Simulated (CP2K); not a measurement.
Consider fluorocarbonylketene at its PBE geometry (Å).

```xyz
7

O     2.3968   -0.6415   -0.4119
C     1.3882   -0.1194   -0.1609
C     0.2276    0.4736    0.1232
C    -0.9992   -0.2948    0.0034
O    -1.1610   -1.4419   -0.3228
F    -2.0843    0.5077    0.3368
H     0.2319    1.5164    0.4322
```

Method: CP2K XAS_TDP, all-electron GAPW, PBEh(45%), aug-cc-pVDZ, TDA, GW2X-corrected core level, no relativity.

Where do the F K-edge lines lie, and how strong are they?

Leading lines: F6 688.22 eV. The leading line of an atom is its first one with 35 % of the strongest within 2.5 eV of its lowest line over the strength cut. Core ionisation energies at this level: F6 692.64 eV.

The first six lines of each atom with a strength over 0.0015:

| atom | energy (eV) | states | strength, one atom | above the computed threshold |
| --- | --- | --- | --- | --- |
| F6 (bonded to C) | 688.22 | 1 | 0.0099 |  |
|  | 688.66 | 1 | 0.0152 |  |
|  | 690.33 | 1 | 0.0063 |  |
|  | 691.35 | 1 | 0.0112 |  |
|  | 691.83 | 1 | 0.0052 |  |
|  | 692.26 | 1 | 0.0053 |  |

Lines are vertical, at one geometry, with no vibrational structure. GW2X ionisation energies and lines can be off by 1 to 2 eV either way, and a good line position may hide errors that cancel. These values hold no scalar relativity, about 0.7 eV for F 1s. Rydberg lines, and the discretised continuum above threshold, depend on the basis and the box.

[Banner, clock and machine lines of the logs are left out without a mark of their own.]

[Logs are printed without paths, hosts, clocks, repeated set-up lines and the standing remarks that a program may print on its own settings, such as how far it seeks lower states.]

[Hosts, paths, dates, database ids (printed as entryN), source tags and the programs' standing remarks are cut or masked in the printed files.]
